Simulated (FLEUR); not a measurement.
# Collinear magnetic orders of MnO (Manganosite) with FLEUR

A self-consistent run ends on one state, which hangs on the start. Several orders of MnO (Manganosite) are started in FLEUR and their energies compared.

Calculated with FLEUR MaX-R8.1; PBEsol with U = 4.9 eV, J = 0.9 eV on Mn d; all-electron FLAPW, Dirac cores, scalar-relativistic bands.

## Step 1: The structure

It takes space group Fm-3m (No. 225, cubic). Conventional cell: a = 4.446 Å, b = 4.446 Å, c = 4.446 Å, α = 90.00°, β = 90.00°, γ = 90.00°. Nearest to Mn lie 6 O at 2.22 Å. Nearest to O lie 6 Mn at 2.22 Å. Farther neighbours and most contacts between anions are not listed.

Coordinates:

```xyz
2
Lattice="0.0000 2.2230 2.2230 2.2230 0.0000 2.2230 2.2230 2.2230 0.0000" Properties=species:S:1:pos:R:3 pbc="T T T"
Mn    0.0000    0.0000    0.0000
O     2.2230    2.2230    2.2230
```

## Step 2: Run 1 (ferro +)

The parallel start comes first: it shows whether parallel moments hold. A Hubbard U acts on the open shell, since semilocal functionals spread its electrons too much.

inpgen writes inp.xml from crystal.txt; cutoffs, mixing, functional, smearing and local orbitals are then set in the file. The k list default-1 (kpts.xml, not shown) is a Γ-centred 8×8×8 mesh; where the ranks do not divide the number of points, some are split in two of half the weight.

The input, inp.xml:

```
<?xml version="1.0" encoding="UTF-8" standalone="no"?>
<fleurInput fleurInputVersion="0.39">
   <comment>
      MnO
   </comment>
   <calculationSetup>
      <cutoffs Kmax="4.05" Gmax="12.1" GmaxXC="12.1" numbands="0"/>
      <scfLoop itmax="130" minDistance="0.0001" maxIterBroyd="15" imix="Anderson" alpha="0.05" precondParam="0.0" spinf="2.0" sdNocoIR="T"/>
      <coreElectrons ctail="T" frcor="F" kcrel="0" coretail_lmax="0"/>
      <xcFunctional name="PBEs" relativisticCorrections="F"/>
      <magnetism jspins="2"/>
      <soc l_soc="F" theta="0.0" phi="0.0" spav="F"/>
      <expertModes spex="0" secvar="F"/>
      <geometryOptimization l_f="F" forcealpha="1.0" forcemix="BFGS" epsdisp="0.00001" epsforce="0.00001"/>
      <ldaU l_linMix="F" mixParam="0.05" spinf="1.0"/>
   </calculationSetup>
   <cell>
      <bzIntegration valenceElectrons="21.0" mode="hist" fermiSmearingEnergy="0.00110248">
         <kPointListSelection listName="default-1"/>
         <xi:include xmlns:xi="http://www.w3.org/2001/XInclude" href="kpts.xml"> </xi:include>
      </bzIntegration>
      <xi:include xmlns:xi="http://www.w3.org/2001/XInclude" href="sym.xml"> </xi:include>
      <bulkLattice scale="1.0">
         <bravaisMatrix>
            <row-1>    0.0000000000000000     4.2008611749857998     4.2008611749857998</row-1>
            <row-2>    4.2008611749857998     0.0000000000000000     4.2008611749857998</row-2>
            <row-3>    4.2008611749857998     4.2008611749857998     0.0000000000000000</row-3>
         </bravaisMatrix>
      </bulkLattice>
   </cell>
   <atomSpecies>
      <species name="Manganese 4.500" element="Mn" atomicNumber="25">
         <mtSphere radius="2.62" gridPoints="867" logIncrement="0.014"/>
         <atomicCutoffs lmax="10" lnonsphr="8"/>
         <electronConfig flipSpins="F">
            <coreConfig>(1s1/2) (2s1/2) (2p1/2) (2p3/2)</coreConfig>
            <valenceConfig>(3s1/2) (3p1/2) (3p3/2) (4s1/2) (3d3/2) (3d5/2)</valenceConfig>
            <stateOccupation state="(3d3/2)" spinUp="1.75" spinDown="0.25"/>
            <stateOccupation state="(3d5/2)" spinUp="3.0" spinDown="0.0"/>
         </electronConfig>
         <energyParameters s="4" p="4" d="3" f="4"/>
         <ldaU l="2" U="4.9" J="0.9" l_amf="F"/>
         <lo type="SCLO" l="0" n="3" eDeriv="0"/>
         <lo type="SCLO" l="1" n="3" eDeriv="0"/>
      </species>
      <species name="Oxygen (O)" element="O" atomicNumber="8">
         <mtSphere radius="1.48" gridPoints="489" logIncrement="0.022"/>
         <atomicCutoffs lmax="6" lnonsphr="4"/>
         <electronConfig flipSpins="F">
            <coreConfig>(1s1/2)</coreConfig>
            <valenceConfig>(2s1/2) (2p1/2) (2p3/2)</valenceConfig>
            <stateOccupation state="(2p1/2)" spinUp="0.666667" spinDown="0.666667"/>
            <stateOccupation state="(2p3/2)" spinUp="1.333333" spinDown="1.333333"/>
         </electronConfig>
         <energyParameters s="2" p="2" d="3" f="4"/>
      </species>
   </atomSpecies>
   <atomGroups>
      <atomGroup species="Manganese 4.500">
         <relPos label="                   1">.0000000000 .0000000000 .0000000000</relPos>
         <force calculate="T" relaxXYZ="TTT"/>
      </atomGroup>
      <atomGroup species="Oxygen (O)">
         <relPos label="                   2">1.000/2.000 1.000/2.000 1.000/2.000</relPos>
         <force calculate="T" relaxXYZ="TTT"/>
      </atomGroup>
   </atomGroups>
   <output dos="F" band="F" slice="F">
      <bandDOS minEnergy="-.5*Htr" maxEnergy="0.5*Htr" sigma="0.015" storeEVData="T"/>
      <plotting iplot="0" polar="F">
         <plot TwoD="T" vec1="  1.0  0.0  0.0" vec2="  0.0  1.0  0.0" vec3="  0.0  0.0  1.0" zero="  0.0  0.0  0.0" file="plot"/>
      </plotting>
      <moessbauerParams electricFieldGradient="F" isomerShift="F" coreHyperfine="F" valenceHyperfine="F"/>
   </output>
</fleurInput>
```

The input, crystal.txt:

```
MnO
&input film=F cartesian=F /
0.00000000000  2.22300000000  2.22300000000
2.22300000000  0.00000000000  2.22300000000
2.22300000000  2.22300000000  0.00000000000
1.8897261246
1.0 1.0 1.0

2
25 0.00000000000  0.00000000000  0.00000000000 : 4.500
8 0.50000000000  0.50000000000  0.50000000000

&kpt div1=8 div2=8 div3=8 gamma=T /
```

Command:

```console
$ OMP_NUM_THREADS=1 inpgen -f crystal.txt > inpgen.log  # inp.xml is then edited as shown
$ OMP_NUM_THREADS=1 mpirun -n 4 fleur_MPI > fleur.log
```

The program printed:

```text
Welcome to FLEUR        (www.flapw.de)
      MaX-Release 8.1          (www.max-centre.eu)

 ========== k-point set info ==========
 Selected k-point list: default-1
 k-point list type: mesh
 0 x 0 x 0
 Number of k points: 32

 ------------Calculation Setup---------------------------
 Number of MPI-tasks      :            4
 Number of PE/node        :            4
 Number of OMP-threads    :            1
 k-points in parallel     :            4
 pe's per k-point         :            1
 No of k-point loops      :            8
 Eigenvalue solver        :       lapack
 Number of basis functions:          188
 Approximate size of matrices (H+S) per k-point:         0.001 GB
 --------------------------------------------------------
 no density matrix found ... skipping LDA+U
 Reset of history
 Iteration:     1   Distance:      19.75137416 me/bohr^3
 Iteration:     2   Distance:      17.99147899 me/bohr^3
 Iteration:     3   Distance:      15.47307014 me/bohr^3
 Iteration:     4   Distance:       8.07708034 me/bohr^3
 Iteration:     5   Distance:       5.75141504 me/bohr^3
 Iteration:     6   Distance:       2.52481601 me/bohr^3
 Iteration:     7   Distance:       1.02468830 me/bohr^3
 Iteration:     8   Distance:       0.53586084 me/bohr^3
 Iteration:     9   Distance:       0.12236670 me/bohr^3
 Iteration:    10   Distance:       0.10381810 me/bohr^3
 Iteration:    11   Distance:       0.01612836 me/bohr^3
 Iteration:    12   Distance:       0.01407428 me/bohr^3
 Iteration:    13   Distance:       0.00272680 me/bohr^3
 Iteration:    14   Distance:       0.00138273 me/bohr^3
 Iteration:    15   Distance:       0.00024945 me/bohr^3
 Iteration:    16   Distance:       0.00025888 me/bohr^3
 Iteration:    17   Distance:       0.00021777 me/bohr^3
 Iteration:    18   Distance:       0.00005695 me/bohr^3

 ********************************************************************
 Run finished successfully
 Stop message:
   all done
 ********************************************************************

--- out.xml (last complete iteration) ---
<iteration numberForCurrentRun="   18" overallNumber="   18">
         [... left out ...]
         <bandgap value="0.1949911272" units="eV"/>
         <sumValenceSingleParticleEnergies value="-12.8769943042" units="Htr"/>
         <FermiEnergy value="0.3000631706" units="Htr"/>
         <valenceDensity>
            <mtCharges spin="1">
               <mtCharge atomType="1" total="9.4357498" s="1.1883183" p="3.2324894" d="4.9327646" f="0.0574621"/>
               <mtCharge atomType="2" total="2.4436020" s="0.7446725" p="1.6932646" d="0.0049096" f="0.0006346"/>
            </mtCharges>
            <mtCharges spin="2">
               <mtCharge atomType="1" total="4.7139346" s="1.1453029" p="3.2001389" d="0.2974410" f="0.0490805"/>
               <mtCharge atomType="2" total="2.2976675" s="0.7229190" p="1.5741492" d="0.0005255" f="0.0000515"/>
            </mtCharges>
            <spinDependentCharge spin="1" total="13.0000000" interstitial="1.1206482" mtSpheres="11.8793518"/>
            <spinDependentCharge spin="2" total="8.0000000" interstitial="0.9883979" mtSpheres="7.0116021"/>
            <totalCharge value="21.0000000000"/>
         </valenceDensity>
         [... left out ...]
         <allElectronCharges>
            <spinDependentCharge spin="1" total="19.0000000" interstitial="1.1206482" mtSpheres="17.8793518"/>
            <spinDependentCharge spin="2" total="14.0000000" interstitial="0.9883979" mtSpheres="13.0116021"/>
            <totalCharge value="32.9999999988"/>
         </allElectronCharges>
         <magneticMomentsInMTSpheres units="muBohr">
            <globalMagMoment atomType="1" vec="0.00000   0.00000   4.72182"/>
            <localMagMoment atomType="1" vec="0.00000   0.00000   4.72182"/>
            <globalMagMoment atomType="2" vec="0.00000   0.00000   0.14593"/>
            <localMagMoment atomType="2" vec="0.00000   0.00000   0.14593"/>
         </magneticMomentsInMTSpheres>
         <moessbauerParams unitsHFF="kG" unitsIS="e/bohr^3" unitsEFG="Htr/bohr^2">
         </moessbauerParams>
         <totalEnergy value="    -1232.5322444211" units="Htr">
            <sumOfEigenvalues value="     -708.9274652039">
               <coreElectrons value="-696.0504708998"/>
               <valenceElectrons value="-12.8769943042"/>
            </sumOfEigenvalues>
            <densityCoulombPotentialIntegral value="-1877.4669635098"/>
            <densityEffectivePotentialIntegral value="-1955.4252074564"/>
            <chargeDenXCDenIntegral value="-59.5925527523"/>
            <FockExchangeEnergyValence value="0.0000000000"/>
            <FockExchangeEnergyCore value="0.0000000000"/>
            <atomTypeDependentContributions atomType="1">
               <electronNucleiInteractionDifferentMTs value="1381.9190432138"/>
               <MadelungTerm value="-8.0002151602"/>
            </atomTypeDependentContributions>
            <atomTypeDependentContributions atomType="2">
               <electronNucleiInteractionDifferentMTs value="86.8097970500"/>
               <MadelungTerm value="-4.3346701401"/>
            </atomTypeDependentContributions>
            <dftUCorrection value="-0.3597733978"/>
            <tkbTimesEntropy value="0.0000026037"/>
            <freeEnergy value="-1232.5322470248"/>
            <extrapolationTo0K value="-1232.5322457230"/>
         </totalEnergy>
         <ldaUDensityMatrix>
            <densityMatrixFor spin="1" atomType="1" uIndex="1" l="2" U="4.90000000" J="0.90000000">
               (+0.99135,+0.00000) (+0.00000,+0.00000) (+0.00000,+0.00000) (+0.00000,+0.00000) (+0.02398,+0.00000)
               (+0.00000,+0.00000) (+0.96737,+0.00000) (+0.00000,+0.00000) (+0.00000,+0.00000) (+0.00000,+0.00000)
               (+0.00000,+0.00000) (+0.00000,+0.00000) (+1.01532,+0.00000) (+0.00000,+0.00000) (+0.00000,+0.00000)
               (+0.00000,+0.00000) (+0.00000,+0.00000) (+0.00000,+0.00000) (+0.96737,+0.00000) (+0.00000,+0.00000)
               (+0.02398,+0.00000) (+0.00000,+0.00000) (+0.00000,+0.00000) (+0.00000,+0.00000) (+0.99135,+0.00000)
            </densityMatrixFor>
            <densityMatrixFor spin="2" atomType="1" uIndex="1" l="2" U="4.90000000" J="0.90000000">
               (+0.06756,+0.00000) (+0.00000,+0.00000) (+0.00000,+0.00000) (+0.00000,+0.00000) (+0.04036,+0.00000)
               (+0.00000,+0.00000) (+0.02720,+0.00000) (+0.00000,+0.00000) (+0.00000,+0.00000) (+0.00000,+0.00000)
               (+0.00000,+0.00000) (+0.00000,+0.00000) (+0.10791,+0.00000) (+0.00000,+0.00000) (+0.00000,+0.00000)
               (+0.00000,+0.00000) (+0.00000,+0.00000) (+0.00000,+0.00000) (+0.02720,+0.00000) (+0.00000,+0.00000)
               (+0.04036,+0.00000) (+0.00000,+0.00000) (+0.00000,+0.00000) (+0.00000,+0.00000) (+0.06756,+0.00000)
            </densityMatrixFor>
         </ldaUDensityMatrix>
         <ldaUDensityMatrixConvergence>
            <distance spin="1" distance="0.000000"/>
            <distance spin="2" distance="0.000000"/>
         </ldaUDensityMatrixConvergence>
         <densityConvergence units="me/bohr^3">
            <chargeDensity spin="1" distance="0.0000470982"/>
            <chargeDensity spin="2" distance="0.0000228438"/>
            <overallChargeDensity distance="0.0000569550"/>
            <spinDensity distance="0.0000472895"/>
         </densityConvergence>
      </iteration>
```

Wall time 11 s (4 MPI ranks of Arm Neoverse V1, shared host); peak memory 0.21 GiB.

This step gave:

| Quantity | Value |
| --- | --- |
| free energy | -33538.9110 eV |
| program's band gap on this mesh (in a metal only a level spacing) | 0.1950 eV |
| magnetization | 5 μB |
| final state | ferromagnetic |
| largest moment | 4.722 μB |

After 18 cycles the largest moment stands at 4.72 μB.

[end of part 1 of 2]

[Logs and program files are shortened in this print: banners, set-up blocks, solver, clock and traceback lines can be left out without a mark of their own.]

[Logs are printed without paths, hosts, clocks, repeated set-up lines and the standing remarks that a program may print on its own settings, such as how far it seeks lower states.]

[Hosts, paths, dates, database ids (printed as entryN), source tags and the programs' standing remarks are cut or masked in the printed files.]

[Where a cell is said to come from a database of computed structures, the database is the Materials Project.]
